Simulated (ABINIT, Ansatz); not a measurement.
**Converging GW for Bi2S2O (P4/nmm) in ABINIT**

Wanted: a converged G0W0 gap of Bi2S2O (P4/nmm), or an estimate of the limit.

Calculated with ABINIT 10.8.3; PBEsol and many-body steps on it, plane waves.

**1. The starting structure**

Symmetry: P4/nmm, No. 129, tetragonal system. Conventional cell: a = 3.954 Å, b = 3.954 Å, c = 14.051 Å, α = 90.00°, β = 90.00°, γ = 90.00°. Nearest to Bi lie 5 S at 2.52 to 2.82 Å. Bi has 4 O at 2.34 Å and 4 S at 3.12 Å nearest. S has 4 Bi at 2.82 Å nearest. Nearest to S lie 5 Bi at 2.52 to 3.12 Å. Nearest to O lie 4 Bi at 2.34 Å. Farther neighbours and most contacts between anions are not listed.

The cell and positions are those that the Materials Project relaxed with its own functionals (PBE, PBE+U or r2SCAN), kept fixed. Spin-orbit coupling is left out unless a step names it.

**2. Empty states on the mesh, 4×4×1 mesh, 462 bands**

This step: ABINIT 10.8.3; DFT, PBEsol, plane waves, norm-conserving pseudopotentials.

The sums over transitions need many empty states on a uniform mesh; this step solves for them.

run.abi reads:

```
acell 3*1.0 Angstrom
rprim 
  3.954101390000 0.000000000000 0.000000000000
  0.000000000000 3.954101390000 0.000000000000
  0.000000000000 0.000000000000 14.050579580000
ntypat 3
znucl 83 16 8
natom 10
typat 1 1 1 1 2 2 2 2 3 3
xred 
  0.000000000000 0.500000000000 0.866495830000
  0.500000000000 0.000000000000 0.133504170000
  0.500000000000 0.000000000000 0.589093140000
  0.000000000000 0.500000000000 0.410906860000
  0.500000000000 0.000000000000 0.894313410000
  0.000000000000 0.500000000000 0.105686590000
  0.000000000000 0.500000000000 0.687487520000
  0.500000000000 0.000000000000 0.312512480000
  0.000000000000 0.000000000000 0.500000000000
  0.500000000000 0.500000000000 0.500000000000
pp_dirpath "pseudos"
pseudos "Bi.upf, S.upf, O.upf"
ecut 42
ngkpt 4 4 1
nshiftk 1
shiftk 0 0 0
kptopt 1
chksymbreak 0
iscf -2
irdden 1
istwfk *1
nband 462
nbdbuf 42
tolwfr 1e-09
nstep 60
prtvol 0
indata_prefix "in"
outdata_prefix "out"
tmpdata_prefix "tmp"
```

Launch:

```sh
$ OMP_NUM_THREADS=1 mpirun -n 8 abinit run.abi > log
```

Numbers of over 12 decimals in the logs are rounded to 6 here.

What it wrote:

```text
.Version 10.8.3 of ABINIT. v10.8.2 released Aug 2026.

 Symmetries : space group P4/n m m (#129); Bravais tP (primitive tetrag.)
[... echo of the input left out ...]
== DATASET  1 ==================================================================
-   mpi_nproc: 8, omp_nthreads: 1 (-1 if OMP is not activated)
-    --> not optimal distribution: autoparal keyword recommended in input file <--

--- !DatasetInfo
iteration_state: {dtset: 1, }
dimensions: {natom: 10, nkpt: 6, mband: 462, nsppol: 1, nspinor: 1, nspden: 1, mpw: 19392, }
cutoff_energies: {ecut:  42.0, pawecutdg:  -1.0, }
[...]
2.98358    2.98358    3.00112    3.00112    3.02200    3.03110    3.03351    3.04751
   3.04757    3.04918    3.05177    3.05454    3.05464    3.06172    3.06681    3.07848
   3.07886    3.07975    3.08616    3.09022    3.09327    3.10107
 prteigrs : prtvol=0 or 1, do not print more k-points.

== END DATASET(S) ==============================================================
================================================================================

 -outvars: echo values of variables after computation  --------
            nband         462
             nkpt           6
          spgroup         129
 [... the other variables as echoed above ...]

 Calculation completed.
```

The job ended after 11 min (8 MPI ranks of AMD EPYC 9R45, shared host; peak memory 1.9 GiB).

Numbers from this step:

```yaml
gap: 0.9451 eV
k_of_the_valence_top: 0.5, 0, 0
k_of_the_conduction_bottom: 0.5, 0, 0
least_direct_gap: 0.9451 eV
k_points_computed: 6
lowest_point_of_the_top_converged_band_above_the_valence_top: 69.8658 eV
```

On this mesh the gap is 0.945 eV.

The density comes from a self-consistent run that is not shown.

**3. Screening, 4×4×1 mesh, 108 bands, screening to 62.6 eV**

The RPA dielectric matrix is built and inverted for each q.

This step: RPA screening on PBEsol, plane waves, norm-conserving pseudopotentials.

run.abi, as its differences from that of step 2:

```diff
@@ -28,10 +28,11 @@
 chksymbreak 0
-iscf -2
-irdden 1
 istwfk *1
-nband 462
-nbdbuf 42
-tolwfr 1e-09
-nstep 60
-prtvol 0
+occopt 1
+irdwfk 1
+optdriver 3
+nband 108
+ecuteps 2.3
+inclvkb 2
+awtr 1
+symchi 1
 indata_prefix "in"
```

What it wrote:

```text
.Version 10.8.3 of ABINIT. v10.8.2 released Aug 2026.

 Symmetries : space group P4/n m m (#129); Bravais tP (primitive tetrag.)
[... echo of the input left out ...]
== DATASET  1 ==================================================================
-   mpi_nproc: 8, omp_nthreads: 1 (-1 if OMP is not activated)

--- !DatasetInfo
iteration_state: {dtset: 1, }
dimensions: {natom: 10, nkpt: 6, mband: 108, nsppol: 1, nspinor: 1, nspden: 1, mpw: 19392, }
cutoff_energies: {ecut:  42.0, pawecutdg:  -1.0, }
electrons: {nelect:   1.28000000E+02, charge:   0.00000000E+00, occopt:   1.00000000E+00, tsmear:   1.00000000E-02, }

 SCREENING: Calculation of the susceptibility and dielectric matrices

 Based on a program developped by R.W. Godby, V. Olevano, G. Onida, and L. Reining.
 Incorporated in ABINIT by V. Olevano, G.-M. Rignanese, and M. Torrent.
.Using double precision arithmetic ; gwpc =  8

[... cell and pseudopotentials left out ...]
--------------------------------------------------------------------------------

 ==== K-mesh for the wavefunctions ====
 Number of points in the irreducible wedge :     6
[... list of points left out ...]
 Together with 16 symmetry operations and time-reversal symmetry
 yields    16 points in the full Brillouin Zone.

 ==== Q-mesh for the screening function ====
 Number of points in the irreducible wedge :     6
[... list of points left out ...]
 Together with 16 symmetry operations and time-reversal symmetry
 yields    16 points in the full Brillouin Zone.

 setmesh: FFT mesh size selected  =    30x   30x   96
          total number of points  =        86400

 vcoul_init : cutoff-mode = AUXILIARY_FUNCTION
 q-points for optical limit:   1
     1)      0.000010    0.000020    0.000030

- screening: taking advantage of time-reversal symmetry
- Maximum band index for partially occupied states nbvw = 64
- Remaining bands to be divided among processors   nbcw = 44
- Number of bands treated by each node ~5

 Number of electrons calculated from density =  128.0000; Expected =  128.0000
 average of density, n =  0.086342
 r_s =    1.4036
 omega_plasma =   28.3444 [eV]

 calculating chi0 at frequencies [eV] :
  1    0.000000E+00    0.000000E+00
  2    0.000000E+00    2.834441E+01

--------------------------------------------------------------------------------
  q-point number  1        q = ( 0.000000, 0.000000, 0.000000) [r.l.u.]
--------------------------------------------------------------------------------
[... chi0 elements left out ...]
 For q-point:  0.000010 0.000020 0.000030
  dielectric constant =  24.7392
  dielectric constant without local fields =  26.6181

  Average fulfillment of the sum rule on Im[epsilon] for q-point    1 :     30.17  [%]
[... wings left out ...]
  q-point number  2        q = ( 0.250000, 0.000000, 0.000000) [r.l.u.]
--------------------------------------------------------------------------------
[... chi0 elements left out ...]
  Average fulfillment of the sum rule on Im[epsilon] for q-point    2 :     31.07  [%]

 [... 4 further q-points ...]
```

Run time: 70 s. Hardware: 8 MPI ranks; peak memory 7.3 GiB.

Numbers from this step:

```
ε∞ with local fields, on this mesh, along the program's q direction : 24.74
the same without local fields                                       : 26.62
plasma frequency                                                    : 28.34 eV
plane waves in the screening matrix                                 : 263
```

Local fields lower ε∞ by 7 %. On a Γ-centred mesh this coarse the value itself is usually too large, while a short band sum pulls it down.

**4. 108 bands, 62.6 eV**

The self-energy is evaluated for the states that the input lists, and the levels follow from it, in one-shot runs by the linearised quasiparticle equation.

This step: G0W0 on PBEsol, plane waves, norm-conserving pseudopotentials.

run.abi, as its differences from that of step 3:

```diff
@@ -31,8 +31,17 @@
 irdwfk 1
-optdriver 3
+optdriver 4
 nband 108
+gwcalctyp 0
+ecutsigx 42
+symsigma 1
+nkptgw 2
+kptgw 
+  0.5000000000 0.0000000000 0.0000000000
+  0.0000000000 0.0000000000 0.0000000000
+bdgw 
+  63 66
+  63 66
 ecuteps 2.3
-inclvkb 2
-awtr 1
-symchi 1
+irdscr 1
+ppmodel 1
 indata_prefix "in"
```

What it wrote:

```text
.Version 10.8.3 of ABINIT. v10.8.2 released Aug 2026.

 Symmetries : space group P4/n m m (#129); Bravais tP (primitive tetrag.)
[... echo of the input left out ...]
== DATASET  1 ==================================================================
-   mpi_nproc: 8, omp_nthreads: 1 (-1 if OMP is not activated)

--- !DatasetInfo
iteration_state: {dtset: 1, }
dimensions: {natom: 10, nkpt: 6, mband: 108, nsppol: 1, nspinor: 1, nspden: 1, mpw: 19392, }
cutoff_energies: {ecut:  42.0, pawecutdg:  -1.0, }
electrons: {nelect:   1.28000000E+02, charge:   0.00000000E+00, occopt:   1.00000000E+00, tsmear:   1.00000000E-02, }

 SIGMA: Calculation of the GW corrections

 Based on a program developped by R.W. Godby, V. Olevano, G. Onida, and L. Reining.
 Incorporated in ABINIT by V. Olevano, G.-M. Rignanese, and M. Torrent.
.Using double precision arithmetic ; gwpc =  8

[... cell and pseudopotentials left out ...]
--------------------------------------------------------------------------------

 ==== K-mesh for the wavefunctions ====
 Number of points in the irreducible wedge :     6
[... list of points left out ...]
 Together with 16 symmetry operations and time-reversal symmetry
 yields    16 points in the full Brillouin Zone.

 ==== Q-mesh for screening function ====
 Number of points in the irreducible wedge :     6
[... list of points left out ...]
 Together with 16 symmetry operations and time-reversal symmetry
 yields    16 points in the full Brillouin Zone.

 vcoul_init : cutoff-mode = AUXILIARY_FUNCTION
 q-points for optical limit:   1
     1)      0.000010    0.000020    0.000030
 setmesh: FFT mesh size selected  =    48x   48x  160
          total number of points  =       368640

 Number of electrons calculated from density =  128.0000; Expected =  128.0000
 average of density, n =  0.086342
 r_s =    1.4036
 omega_plasma =   28.3444 [eV]

 === KS Band Gaps ===
  >>>> For spin  1
   Minimum direct gap =   0.9448 [eV], located at k-point      :   0.5000  0.0000  0.0000
   Fundamental gap    =   0.9448 [eV], Top of valence bands at :   0.5000  0.0000  0.0000
                                       Bottom of conduction at :   0.5000  0.0000  0.0000
 SIGMA fundamental parameters:
 PLASMON POLE MODEL  1
 number of plane-waves for SigmaX                19313
 number of plane-waves for SigmaC and W            263
 number of plane-waves for wavefunctions         19313
 number of bands                                   108
 number of independent spin polarizations            1
 number of spinorial components                      1
 number of k-points in IBZ                           6
 number of q-points in IBZ                           6
 number of symmetry operations                      16
 number of k-points in BZ                           16
 number of q-points in BZ                           16
 number of frequencies for dSigma/dE                 9
 frequency step for dSigma/dE [eV]                0.25
 number of omega for Sigma on real axis              0
 max omega for Sigma on real axis  [eV]           0.00
 zcut for avoiding poles [eV]                     0.10

 EPSILON^-1 parameters (SCR file):
 dimension of the eps^-1 matrix on file            263
 dimension of the eps^-1 matrix used               263
 number of plane-waves for wavefunctions         19313
 number of bands                                   108
 number of q-points in IBZ                           6
 number of frequencies                               2
 number of real frequencies                          1
 number of imag frequencies                          1

 matrix elements of self-energy operator (all in [eV])

 Perturbative Calculation

--- !SelfEnergy_ee
iteration_state: {dtset: 1, }
kpoint     : [   0.500,    0.000,    0.000, ]
spin       : 1
KS_gap     :    0.945
QP_gap     :    1.275
Delta_QP_KS:    0.330
data: !SigmaeeData |
     Band     E0 <VxcDFT>   SigX SigC(E0)      Z dSigC/dE  Sig(E)    E-E0       E
       63   6.641 -13.850 -15.211   2.283   0.784  -0.275 -13.127   0.723   7.364
       64   6.641 -13.850 -15.211   2.283   0.784  -0.275 -13.127   0.723   7.364
       65   7.586 -12.478  -9.410  -1.757   0.803  -0.246 -11.426   1.053   8.638
       66   7.586 -12.478  -9.410  -1.757   0.803  -0.246 -11.426   1.053   8.638

--- !SelfEnergy_ee
iteration_state: {dtset: 1, }
kpoint     : [   0.000,    0.000,    0.000, ]
spin       : 1
KS_gap     :    2.153
QP_gap     :    2.934
Delta_QP_KS:    0.781
data: !SigmaeeData |
     Band     E0 <VxcDFT>   SigX SigC(E0)      Z dSigC/dE  Sig(E)    E-E0       E
       63   5.889 -13.173 -16.354   3.622   0.758  -0.320 -12.839   0.334   6.223
       64   5.889 -13.173 -16.354   3.622   0.758  -0.320 -12.839   0.334   6.223
       65   8.043 -12.015  -8.200  -2.452   0.818  -0.222 -10.900   1.115   9.158
       66   8.788 -12.086  -8.078  -2.436   0.815  -0.226 -10.804   1.282  10.070

== END DATASET(S) ==============================================================
================================================================================

 -outvars: echo values of variables after computation  --------
           etotal      0.0000000000E+00
            nband         108
             nkpt           6
          spgroup         129
 [... the other variables as echoed above ...]

 Calculation completed.
```

Wall time 11 s (8 MPI ranks); peak memory 3.6 GiB.

Numbers from this step:

| Quantity | Value |
| --- | --- |
| G0W0 gap on the points computed | 1.274 eV |
| starting gap on the mesh | 0.9451 eV |
| k of the valence top | 0.5, 0, 0 |
| k of the conduction bottom | 0.5, 0, 0 |
| Z at the valence top | 0.784 |
| Z at the conduction bottom | 0.803 |
| least direct G0W0 gap on the computed points | 1.274 eV |

The gap on the mesh goes from 0.95 eV to 1.27 eV, a correction of +0.33 eV.

**5. Screening, 4×4×1 mesh, 209 bands, screening to 114.3 eV**

This step: RPA screening on PBEsol, plane waves, norm-conserving pseudopotentials.

run.abi, as its differences from that of step 4:

```diff
@@ -31,17 +31,8 @@
 irdwfk 1
-optdriver 4
-nband 108
-gwcalctyp 0
-ecutsigx 42
-symsigma 1
-nkptgw 2
-kptgw 
-  0.5000000000 0.0000000000 0.0000000000
-  0.0000000000 0.0000000000 0.0000000000
-bdgw 
-  63 66
-  63 66
-ecuteps 2.3
-irdscr 1
-ppmodel 1
+optdriver 3
+nband 209
+ecuteps 4.2
+inclvkb 2
+awtr 1
+symchi 1
 indata_prefix "in"
```

What it wrote:

```text
.Version 10.8.3 of ABINIT. v10.8.2 released Aug 2026.

 Symmetries : space group P4/n m m (#129); Bravais tP (primitive tetrag.)
[... echo of the input left out ...]
== DATASET  1 ==================================================================
-   mpi_nproc: 8, omp_nthreads: 1 (-1 if OMP is not activated)

--- !DatasetInfo
iteration_state: {dtset: 1, }
dimensions: {natom: 10, nkpt: 6, mband: 209, nsppol: 1, nspinor: 1, nspden: 1, mpw: 19392, }
cutoff_energies: {ecut:  42.0, pawecutdg:  -1.0, }
electrons: {nelect:   1.28000000E+02, charge:   0.00000000E+00, occopt:   1.00000000E+00, tsmear:   1.00000000E-02, }

 SCREENING: Calculation of the susceptibility and dielectric matrices

 Based on a program developped by R.W. Godby, V. Olevano, G. Onida, and L. Reining.
 Incorporated in ABINIT by V. Olevano, G.-M. Rignanese, and M. Torrent.
.Using double precision arithmetic ; gwpc =  8

[... cell and pseudopotentials left out ...]
--------------------------------------------------------------------------------

 ==== K-mesh for the wavefunctions ====
 Number of points in the irreducible wedge :     6
[... list of points left out ...]
 Together with 16 symmetry operations and time-reversal symmetry
 yields    16 points in the full Brillouin Zone.

 ==== Q-mesh for the screening function ====
 Number of points in the irreducible wedge :     6
[... list of points left out ...]
 Together with 16 symmetry operations and time-reversal symmetry
 yields    16 points in the full Brillouin Zone.

 setmesh: FFT mesh size selected  =    30x   30x  108
          total number of points  =        97200

 vcoul_init : cutoff-mode = AUXILIARY_FUNCTION
 q-points for optical limit:   1
     1)      0.000010    0.000020    0.000030

- screening: taking advantage of time-reversal symmetry
- Maximum band index for partially occupied states nbvw = 64
- Remaining bands to be divided among processors   nbcw = 145
- Number of bands treated by each node ~18

 Number of electrons calculated from density =  128.0000; Expected =  128.0000
 average of density, n =  0.086342
 r_s =    1.4036
 omega_plasma =   28.3444 [eV]

 calculating chi0 at frequencies [eV] :
  1    0.000000E+00    0.000000E+00
  2    0.000000E+00    2.834441E+01

--------------------------------------------------------------------------------
  q-point number  1        q = ( 0.000000, 0.000000, 0.000000) [r.l.u.]
--------------------------------------------------------------------------------
[... chi0 elements left out ...]
 For q-point:  0.000010 0.000020 0.000030
  dielectric constant =  24.7009
  dielectric constant without local fields =  26.7708

  Average fulfillment of the sum rule on Im[epsilon] for q-point    1 :     59.02  [%]
[... wings left out ...]
  q-point number  2        q = ( 0.250000, 0.000000, 0.000000) [r.l.u.]
--------------------------------------------------------------------------------
[... chi0 elements left out ...]
  Average fulfillment of the sum rule on Im[epsilon] for q-point    2 :     60.02  [%]

 [... 4 further q-points ...]
```

It took 3.7 min on 8 MPI ranks; peak memory 9.5 GiB.

Numbers from this step:

```
ε∞ with local fields, on this mesh, along the program's q direction : 24.70
the same without local fields                                       : 26.77
plasma frequency                                                    : 28.34 eV
plane waves in the screening matrix                                 : 613
```

(Part 1 of 2 ends here.)

[Paths, hosts, dates, memory and timing lines, banners, echoed tables and standing remarks are left out of the program output.]

[Logs are printed without paths, hosts, clocks, repeated set-up lines and the standing remarks that a program may print on its own settings, such as how far it seeks lower states.]

[Runs of the session that timed out or met a known fault of the program may be left out.]

[Hosts, paths, dates, database ids (printed as entryN), source tags and the programs' standing remarks are cut or masked in the printed files.]

[G0W0 gaps are taken among the corrected bands and points alone; a level outside them can change the order at an edge.]

[Where Ansatz stands beside ABINIT at settings called matched, ABINIT's density can come from a denser mesh and the files from another edition; pairs whose starting gaps differed by over 0.03 eV were left out, so agreement reads better than it is.]
